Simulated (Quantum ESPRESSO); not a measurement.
# Collinear magnetic orders of CoSn with Quantum ESPRESSO

Aim: find out which collinear order of CoSn costs least.

Program: Quantum ESPRESSO 7.5. Level of theory: LDA; plane waves with GBRV 1.5 LDA potentials, no spin-orbit coupling. Results are calculated unless marked as measured.

### Step 1. Set-up

The structure is hexagonal, space group P6/mmm (No. 191). Conventional cell: a = 5.246 Å, b = 5.246 Å, c = 4.188 Å, α = 90.00°, β = 90.00°, γ = 120.00°. Nearest to Co lie 6 Sn at 2.58 to 2.62 Å and 4 Co at 2.62 Å. Nearest to Sn lie 6 Co at 2.58 Å. Sn has 6 Co at 2.62 Å nearest. Farther neighbours are not listed.

The cell comes from Materials Project 2023-11-01, a database of computed structures, and need not be the stable phase.

### Step 2. Run 1 (ferro +++)

The signs are those of the starting moments on the seeded atoms, the atoms that are given a moment.

File pw.in:

```
&CONTROL
  calculation = 'scf'
  prefix = 'pwscf'
  outdir = './tmp'
  pseudo_dir = './pseudo'
  disk_io = 'nowf'
/
&SYSTEM
  ibrav = 0
  nat = 6
  ntyp = 2
  ecutwfc = 40
  ecutrho = 280
  nbnd = 62
  occupations = 'smearing'
  smearing = 'fd'
  degauss = 0.00734986
  nspin = 2
  starting_magnetization(1) = 0.1176
  starting_magnetization(2) = 0
/
&ELECTRONS
  conv_thr = 1.2d-08
  electron_maxstep = 150
  mixing_beta = 0.3
/
ATOMIC_SPECIES
Co     58.9332 co_lda_v1.2.uspp.F.UPF
Sn    118.7100 sn_lda_v1.4.uspp.F.UPF
CELL_PARAMETERS angstrom
   5.2460399276    0.0000000000    0.0000000000
  -2.6230199638    4.5432038466    0.0000000000
   0.0000000000    0.0000000000    4.1875903000
ATOMIC_POSITIONS crystal
Co      0.0000000000    0.5000000000    0.0000000000
Co      0.5000000000    0.5000000000    0.0000000000
Co      0.5000000000    0.0000000000    0.0000000000
Sn      0.6666666700    0.3333333300    0.5000000000
Sn      0.3333333300    0.6666666700    0.5000000000
Sn      0.0000000000    0.0000000000    0.0000000000
K_POINTS automatic
6 6 6 0 0 0
```

Command:

```console
> OMP_NUM_THREADS=1 mpirun -n 4 pw.x -nk 4 -in pw.in > pw.out
```

The program printed:

```text
Program PWSCF v.7.5 starts

     Message from routine setup:
     using ibrav=0 with symmetry is DISCOURAGED, use correct ibrav instead

     K-points division:     npool     =       4
     Subspace diagonalization in iterative solution of the eigenvalue problem:

     G-vector sticks info
     --------------------
     sticks:   dense  smooth     PW     G-vecs:    dense   smooth      PW
     Sum        1891    1069    313                53269    23023    3737

     Using Slab Decomposition

     bravais-lattice index     =            0
     lattice parameter (alat)  =       9.9136  a.u.
     unit-cell volume          =     673.5264 (a.u.)^3
     number of atoms/cell      =            6
     number of atomic types    =            2
     number of electrons       =        93.00
     number of Kohn-Sham states=           62
     kinetic-energy cutoff     =      40.0000  Ry
     charge density cutoff     =     280.0000  Ry
     scf convergence threshold =      1.2E-08
     mixing beta               =       0.3000
     number of iterations used =            8  plain     mixing
     Exchange-correlation=  SLA  PZ   NOGX NOGC
                           (   1   1   0   0   0   0   0)

     celldm(1)=   9.913579  celldm(2)=   0.000000  celldm(3)=   0.000000
     celldm(4)=   0.000000  celldm(5)=   0.000000  celldm(6)=   0.000000

     crystal axes: (cart. coord. in units of alat)
               a(1) = (   1.000000   0.000000   0.000000 )
               a(2) = (  -0.500000   0.866025   0.000000 )
               a(3) = (   0.000000   0.000000   0.798238 )

     reciprocal axes: (cart. coord. in units 2 pi/alat)
               b(1) = (  1.000000  0.577350 -0.000000 )
               b(2) = (  0.000000  1.154701  0.000000 )
               b(3) = (  0.000000 -0.000000  1.252759 )

     PseudoPot. # 1 for Co read from file:
     co_lda_v1.2.uspp.F.UPF
     Pseudo is Ultrasoft + core correction, Zval = 17.0
     Generated by new atomic code, or converted to UPF format
     Using radial grid of  863 points,  6 beta functions with:
                l(1) =   0
                l(2) =   0
                l(3) =   1
                l(4) =   1
                l(5) =   2
                l(6) =   2
     Q(r) pseudized with  8 coefficients,  rinner =    1.200   1.200   1.200
                                                       1.200   1.200

     PseudoPot. # 2 for Sn read from file:
     sn_lda_v1.4.uspp.F.UPF
     Pseudo is Ultrasoft + core correction, Zval = 14.0
     Generated by new atomic code, or converted to UPF format
     Using radial grid of  891 points,  6 beta functions with:
                l(1) =   0
                l(2) =   0
                l(3) =   1
                l(4) =   1
                l(5) =   2
                l(6) =   2
     Q(r) pseudized with  8 coefficients,  rinner =    1.350   1.350   1.350
                                                       1.350   1.350

     atomic species   valence    mass     pseudopotential
     Co               17.00    58.93320     Co( 1.00)
     Sn               14.00   118.71000     Sn( 1.00)

     Starting magnetic structure
     atomic species   magnetization
     Co              0.118
     Sn              0.000

     24 Sym. Ops., with inversion, found

   Cartesian axes

     site n.     atom                  positions (alat units)
         1        Co     tau(   1) = (  -0.2500000   0.4330127   0.0000000  )
         2        Co     tau(   2) = (   0.2500000   0.4330127   0.0000000  )
         3        Co     tau(   3) = (   0.5000000   0.0000000   0.0000000  )
         4        Sn     tau(   4) = (   0.5000000   0.2886751   0.3991192  )
         5        Sn     tau(   5) = (  -0.0000000   0.5773503   0.3991192  )
         6        Sn     tau(   6) = (   0.0000000   0.0000000   0.0000000  )

     number of k points=    28  Fermi-Dirac smearing, width (Ry)=  0.0073
                       cart. coord. in units 2pi/alat
        k(    1) = (   0.0000000   0.0000000   0.0000000), wk =   0.0046296
        k(    2) = (   0.0000000   0.0000000   0.2087931), wk =   0.0092593
        k(    3) = (   0.0000000   0.0000000   0.4175862), wk =   0.0092593
        k(    4) = (   0.0000000   0.0000000  -0.6263793), wk =   0.0046296
        k(    5) = (   0.0000000   0.1924501   0.0000000), wk =   0.0277778
        [... 23 further k-points ...]

     Dense  grid:    53269 G-vectors     FFT dimensions: (  54,  54,  45)

     Smooth grid:    23023 G-vectors     FFT dimensions: (  40,  40,  32)

     Check: negative core charge=   -0.000020
     Generating pointlists ...
     new r_m :   0.2032 (alat units)  2.0143 (a.u.) for type    1
     new r_m :   0.2032 (alat units)  2.0143 (a.u.) for type    2

     Initial potential from superposition of free atoms

     starting charge      86.9999, renormalised to      93.0000
     Starting wfcs are   66 randomized atomic wfcs

     Self-consistent Calculation

     iteration #  1     ecut=    40.00 Ry     beta= 0.30
     Davidson diagonalization with overlap
     ethr =  1.00E-02,  avg # of iterations =  6.7

     total energy              =   -1349.80911935 Ry
     estimated scf accuracy    <      67.49036452 Ry

     total magnetization       =     2.04 Bohr mag/cell
     absolute magnetization    =     2.18 Bohr mag/cell

     iteration #  2     ecut=    40.00 Ry     beta= 0.30
     Davidson diagonalization with overlap
     ethr =  1.00E-02,  avg # of iterations =  3.0

     total energy              =   -1369.89994504 Ry
     estimated scf accuracy    <      47.56527077 Ry

     total magnetization       =     0.26 Bohr mag/cell
     absolute magnetization    =     0.35 Bohr mag/cell

     iteration #  3     ecut=    40.00 Ry     beta= 0.30
     Davidson diagonalization with overlap
     ethr =  1.00E-02,  avg # of iterations =  2.0

     total energy              =   -1370.23562321 Ry
     estimated scf accuracy    <       6.47885099 Ry

     total magnetization       =     0.76 Bohr mag/cell
     absolute magnetization    =     1.17 Bohr mag/cell

     [... further iterations left out ...]

     iteration # 14     ecut=    40.00 Ry     beta= 0.30
     Davidson diagonalization with overlap
     ethr =  4.24E-08,  avg # of iterations =  2.4

     total energy              =   -1371.77732235 Ry
     estimated scf accuracy    <       0.00001796 Ry

     total magnetization       =    -0.02 Bohr mag/cell
     absolute magnetization    =     0.02 Bohr mag/cell

     iteration # 15     ecut=    40.00 Ry     beta= 0.30
     Davidson diagonalization with overlap
     ethr =  1.93E-08,  avg # of iterations =  1.6

     total energy              =   -1371.77733056 Ry
     estimated scf accuracy    <       0.00000056 Ry

     total magnetization       =     0.01 Bohr mag/cell
     absolute magnetization    =     0.01 Bohr mag/cell

     iteration # 16     ecut=    40.00 Ry     beta= 0.30
     Davidson diagonalization with overlap
     ethr =  5.98E-10,  avg # of iterations =  3.1

     total energy              =   -1371.77733210 Ry
     estimated scf accuracy    <       0.00000010 Ry

     total magnetization       =    -0.00 Bohr mag/cell
     absolute magnetization    =     0.01 Bohr mag/cell

     iteration # 17     ecut=    40.00 Ry     beta= 0.30
     Davidson diagonalization with overlap
     ethr =  1.06E-10,  avg # of iterations =  2.5

     Magnetic moment per site  (integrated on atomic sphere of radius R)
     atom   1 (R=0.203)  charge= 15.9279  magn= -0.0002
     atom   2 (R=0.203)  charge= 15.9279  magn= -0.0002
     atom   3 (R=0.203)  charge= 15.9279  magn= -0.0002
     atom   4 (R=0.203)  charge= 11.2565  magn=  0.0000
     atom   5 (R=0.203)  charge= 11.2565  magn=  0.0000
     atom   6 (R=0.203)  charge= 11.1935  magn=  0.0000

     End of self-consistent calculation

     [... lines left out ...]
     the Fermi energy is    14.7436 ev

!    total energy              =   -1371.77733227 Ry
     estimated scf accuracy    <       0.00000001 Ry
     smearing contrib. (-TS)   =      -0.01169577 Ry
     internal energy E=F+TS    =   -1371.76563650 Ry

     The total energy is F=E-TS. E is the sum of the following terms:
     one-electron contribution =    -793.92393754 Ry
     hartree contribution      =     461.12260694 Ry
     xc contribution           =    -224.49376442 Ry
     ewald contribution        =    -814.47054149 Ry

     total magnetization       =    -0.00 Bohr mag/cell
     absolute magnetization    =     0.00 Bohr mag/cell

     convergence has been achieved in  17 iterations

=------------------------------------------------------------------------------=
   JOB DONE.
=------------------------------------------------------------------------------=
```

Wall time 43 s (4 MPI ranks of AMD EPYC 9R14 (Zen 4), shared host); peak memory 0.57 GiB.

Spin moment in the atom's sphere by atom:

```tsv
atom	spin moment in the atom's sphere (μB)
Co1	-0.0002
Co2	-0.0002
Co3	-0.0002
Sn4	0.0000
Sn5	0.0000
Sn6	0.0000
```

Numbers from this step:

```yaml
smearing_term_ts: 0.1591 eV
magnetization: 0 μB
absolute_magnetization: 0 μB
final_state: non-magnetic
```

Valence density in the ab plane at fractional z = 0.000, with atoms of Co and Sn within 0.2 Å of it. It is the smooth field of the valence electrons, not physical close to the nuclei.

Ten steps, logarithmic in the rise over the least value, from '0' (0 e/Å³) to '9' (39 e/Å³), each cell a mean:
```
64101588510156
31001454100145
10000110000111
00000000000000
23100012320001
76300157630015
97200489720048
84101588510158
41001454100145
00000110000011
01000000000000
33200012310001
66310147630014
66300489720136
```
Columns run along a (5.2 Å), rows up along b (5.2 Å). Atoms in or near the plane, at fractional coordinates: Co at (0.00, 0.50), Co at (0.50, 0.50), Co at (0.50, 0.00), Sn at (0.00, 0.00).

(Part 1 of 2 ends here.)

[Logs and program files are shortened in this print: banners, set-up blocks, solver, clock and traceback lines can be left out without a mark of their own.]

[Logs are printed without paths, hosts, clocks, repeated set-up lines and the standing remarks that a program may print on its own settings, such as how far it seeks lower states.]

[Hosts, paths, dates, database ids (printed as entryN), source tags and the programs' standing remarks are cut or masked in the printed files.]

[Where a cell is said to come from a database of computed structures, the database is the Materials Project.]
